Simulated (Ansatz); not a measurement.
# 1T-TiTe2 bilayer (AB) in a perpendicular field, part 4 of 4

Wanted: the out-of-plane response of the 1T-TiTe2 bilayer (AB). A positive field points along +c.

Ansatz 0.2.0; plane-wave DFT, PBE-D4, Ansatz PAW (the session's first sound run).

So far, equivalent conductor thickness p/(ε₀AE) (Å): step 9 (response, atoms held, PBE D4) 12.9; step 12 (LDA) 12.9; step 15 (PBE) 13.0; step 18 (r2SCAN) 12.9; step 22 (HSE06) 12.8.

### Step 23. The same run with other settings

This step: plane-wave DFT, PBE-D4, Ansatz PAW (Ansatz 0.2.0).

A run with a changed input: it repeats the earlier run at 0.1 V/Å with basis.ecutrho_ratio to 12.

The input, input.yaml:

```yaml
crystal:
  lattice:
    - [3.6941992445, 0.0, 0.0]
    - [-1.8470996222, 3.1992703924, 0.0]
    - [0.0, 0.0, 28.3137087765]
  atoms:
    - { symbol: Te, position: [0.6666666667, 0.3333333333, 0.3178672236] }
    - { symbol: Ti, position: [0.0, 0.0, 0.3799259958] }
    - { symbol: Te, position: [0.3333333333, 0.6666666667, 0.4416266538] }
    - { symbol: Te, position: [0.0, 0.0, 0.5583733462] }
    - { symbol: Ti, position: [0.3333333333, 0.6666666667, 0.6200740042] }
    - { symbol: Te, position: [0.6666666667, 0.3333333333, 0.6821327764] }
kpoints:
  mp_grid: { grid: [12, 12, 1] }
  band_path:
    path: [[0, 0, 0], [0.5, 0, 0], [0.33333333, 0.33333333, 0], [0, 0, 0]]
    npoints: 16
hamiltonian:
  xc: pbe
  dispersion: d4
scf:
  occupations: { method: fermi_dirac, width: 0.05 }
  convergence: { dr2_threshold: 1.0e-10 }
efield:
  axis: 3
  dipole_correction: true
  ramp_position: 0.9675
  ramp_width: 0.065
  amplitude: 0.1
output:
  write_potential: true
  write_density: true
  volumetric_format: npy
basis:
  ecutrho_ratio: 12
```

Run with:

```
ansatz run input.yaml --threads 4 --pin off --max-ram 6144MiB --backend cpu --events-out ev --progress --plain --runs-dir out
```

Numbers of over 12 decimals in the logs are rounded to 6 here.

Output:

```text
[...]
Crystal: 6 atoms, lattice volume = 334.632 Å³
Basis set: ecut = 420 eV, 6563 PW (Γ)
Bands: 53, of which v1, the nominal top of the filled ones, is band 44 counted from 1 (43 counted from 0)
Symmetry: 6 space group operations
k-points: 19 of 144 (time reversal used)
[...]
SCF iter   1: F=—  HF=-32926.116844 eV  |F-HF|=—  |Δ(HF+E_count)|=         —  Δρ=1.87e-2  dr2=3.35e0  ethr=3.10e-3  p=0.085 e·Å  D=4.58e-2 V/Å  ΔV_dip=-1.30 eV  dr2_dipole=1.48e-4  V_vac-E_F(+/−)=6.84/5.55 eV  ⟨swp⟩=9.5  Hψ=4200  notcnv=0
[...]
SCF iter  12: F=-32925.459417 eV  HF=-32925.459417 eV  |F-HF|=4.37e-11  |Δ(HF+E_count)|=  2.55e-10  Δρ=8.40e-8  dr2=5.48e-11  ethr=1.00e-12  p=0.084 e·Å  D=4.56e-2 V/Å  ΔV_dip=-1.29 eV  dr2_dipole=2.25e-12  V_vac-E_F(+/−)=5.44/4.14 eV  ⟨swp⟩=10.5  Hψ=2750  notcnv=0
SCF 1 converged in 12 iterations: F = -32925.459417 eV  dr2 = 5.48e-11
[...]
SCF converged after 12 iterations
Free energy (F): -32925.459417 eV
[...]
Internal energy: -32925.438643 eV  (E = F + TS)
E sigma→0 (E₀):  -32925.449030 eV
Entropy (-TS):   -0.020774 eV (-3.462 meV/atom)
Fermi energy:    2.398695 eV
Dipole field:    D = 0.045604 V/Å  (p = 0.084335 e·Å, saw-weighted, corrected)
Work function:   not extracted (applied field tilts the vacuum); planar V_es + V_field profile in the machine report
[...]
--- Band table (eV; the first three rows and the last of 19) ---
  k-point 0: bands = [... 40 lower, 2.7900, 2.8842, 2.8842, 2.8906, 2.8906, 3.1990, 3.6277, 3.6277, ... 5 higher]
  k-point 1: bands = [... 40 lower, 2.3831, 2.4359, 2.6459, 2.6795, 2.8039, 3.0048, 3.6504, 3.7733, ... 5 higher]
  k-point 2: bands = [... 40 lower, 1.3571, 1.8124, 2.2547, 2.3186, 2.7247, 2.8391, 3.6392, 3.8975, ... 5 higher]
  k-point 18: bands = [... 40 lower, 0.3980, 0.4404, 0.4793, 0.4830, 3.5116, 3.5925, 3.5977, 3.6533, ... 5 higher]
```

It took 25 s on 4 threads of Arm Neoverse V1, shared host; peak memory 1.3 GiB.

| quantity | this run | earlier run | difference |
| --- | --- | --- | --- |
| dipole along the normal (e·Å) | 0.08433 | 0.08434 | -5.8e-7 |

The dipole moves by under 0.5 % or 5e-5 e·Å.

The change did no harm here.

### Step 24. A changed input: scf.mixing.preconditioner = "local_kerker"

Another changed input: it repeats the earlier run at 0.1 V/Å with scf.mixing.preconditioner to local_kerker.

Changes to input.yaml since step 23:

```diff
@@ -23,2 +23,3 @@
   convergence: { dr2_threshold: 1.0e-10 }
+  mixing: { preconditioner: local_kerker }
 efield:
@@ -33,3 +34 @@
   volumetric_format: npy
-basis:
-  ecutrho_ratio: 12
```

Output:

```text
[...]
Crystal: 6 atoms, lattice volume = 334.632 Å³
Basis set: ecut = 420 eV, 6563 PW (Γ)
Bands: 53, of which v1, the nominal top of the filled ones, is band 44 counted from 1 (43 counted from 0)
Symmetry: 6 space group operations
k-points: 19 of 144 (time reversal used)
[...]
SCF iter   1: F=—  HF=-32926.116650 eV  |F-HF|=—  |Δ(HF+E_count)|=         —  Δρ=1.87e-2  dr2=3.35e0  ethr=3.10e-3  p=0.085 e·Å  D=4.58e-2 V/Å  ΔV_dip=-1.30 eV  dr2_dipole=1.24e-4  V_vac-E_F(+/−)=6.83/5.55 eV  ⟨swp⟩=9.3  Hψ=4204  notcnv=0
[...]
SCF iter  20: F=-32925.459442 eV  HF=-32925.459442 eV  |F-HF|=7.28e-12  |Δ(HF+E_count)|=  6.40e-10  Δρ=4.50e-8  dr2=7.10e-11  ethr=1.00e-12  p=0.084 e·Å  D=4.56e-2 V/Å  ΔV_dip=-1.29 eV  dr2_dipole=2.73e-11  V_vac-E_F(+/−)=5.43/4.14 eV  ⟨swp⟩=9.4  Hψ=2639  notcnv=0
SCF 1 converged in 20 iterations: F = -32925.459442 eV  dr2 = 7.10e-11
[...]
SCF converged after 20 iterations
[...]
Free energy (F): -32925.459442 eV
[...]
Internal energy: -32925.438668 eV  (E = F + TS)
E sigma→0 (E₀):  -32925.449055 eV
Entropy (-TS):   -0.020774 eV (-3.462 meV/atom)
Fermi energy:    2.398705 eV
Dipole field:    D = 0.045597 V/Å  (p = 0.084323 e·Å, saw-weighted, corrected)
Work function:   not extracted (applied field tilts the vacuum); planar V_es + V_field profile in the machine report
[...]
--- Band table (eV; the first three rows and the last of 19) ---
  k-point 0: bands = [... 40 lower, 2.7901, 2.8842, 2.8842, 2.8907, 2.8907, 3.1990, 3.6277, 3.6277, ... 5 higher]
  k-point 1: bands = [... 40 lower, 2.3831, 2.4359, 2.6459, 2.6795, 2.8039, 3.0048, 3.6504, 3.7733, ... 5 higher]
  k-point 2: bands = [... 40 lower, 1.3571, 1.8124, 2.2547, 2.3186, 2.7247, 2.8391, 3.6392, 3.8975, ... 5 higher]
  k-point 18: bands = [... 40 lower, 0.3980, 0.4405, 0.4793, 0.4830, 3.5116, 3.5925, 3.5977, 3.6533, ... 5 higher]
```

Elapsed: 27 s, on 4 threads; peak memory 0.92 GiB; 1.8 min of CPU time.

Numbers from this step:

```yaml
energy_at_zero_smearing: -32925.4491 eV
dipole_along_the_normal: 0.08432 e·Å
```

The electronic bands at the labelled points (eV, zero at the Fermi level):

| point | band 41 | band 42 | band 43 | band 44 | band 45 | band 46 | band 47 | band 48 |
| --- | --- | --- | --- | --- | --- | --- | --- | --- |
| Γ | 0.39 | 0.49 | 0.49 | 0.49 | 0.49 | 0.80 | 1.23 | 1.23 |
| halfway | -1.26 | -0.89 | -0.44 | -0.35 | 0.11 | 0.23 | 1.30 | 1.48 |
| M | -1.78 | -1.69 | -0.67 | -0.50 | -0.24 | -0.11 | 1.32 | 1.32 |
| halfway | -1.97 | -1.90 | -1.85 | -1.73 | 0.54 | 0.68 | 1.36 | 1.39 |
| K | -2.00 | -1.96 | -1.92 | -1.92 | 1.11 | 1.19 | 1.20 | 1.25 |
| halfway | -1.57 | -1.34 | -0.95 | -0.92 | 0.54 | 0.63 | 1.03 | 1.28 |
| Γ | 0.39 | 0.49 | 0.49 | 0.49 | 0.49 | 0.80 | 1.23 | 1.23 |

| quantity | this run | earlier run | difference |
| --- | --- | --- | --- |
| dipole along the normal (e·Å) | 0.08432 | 0.08434 | -1.3e-5 |

The dipole moves by under 0.5 % or 5e-5 e·Å. The run took 20 SCF cycles against 12.

Of the bands kept, 6 cross the Fermi level on this path.

### Step 25. Results

| Item | Value |
| --- | --- |
| gap without field | none |
| work function, upper face | 4.82 eV |
| equivalent conductor thickness, atoms held | 12.9 Å |
| equivalent conductor thickness, LDA | 12.9 Å |
| equivalent conductor thickness, PBE | 13.0 Å |
| equivalent conductor thickness, r2SCAN | 12.9 Å |
| equivalent conductor thickness, HSE06 | 12.8 Å |

The induced dipole equals that of a perfect conductor 12.91 Å thick, while the outer atoms lie 10.31 Å apart. Across the functionals the thickness runs from 12.84 to 12.96 Å; those runs use a coarser k-mesh, so they are to be compared with each other. There is no gap over 0.03 eV, with or without the field. The main runs have no spin polarisation; a magnetic state could lie lower and would change these results. Spin-orbit coupling is left out, which matters for the bands of elements this heavy.

[Logs are printed without paths, hosts, clocks, repeated set-up lines and the standing remarks that a program may print on its own settings, such as how far it seeks lower states.]

[Hosts, paths, dates, database ids (printed as entryN), source tags and the programs' standing remarks are cut or masked in the printed files.]

[Maps of the electrostatic potential energy from Ansatz leave out the sawtooth potential of an applied field or a dipole correction, so their vacuum need not be flat; planar profiles and work functions include it.]
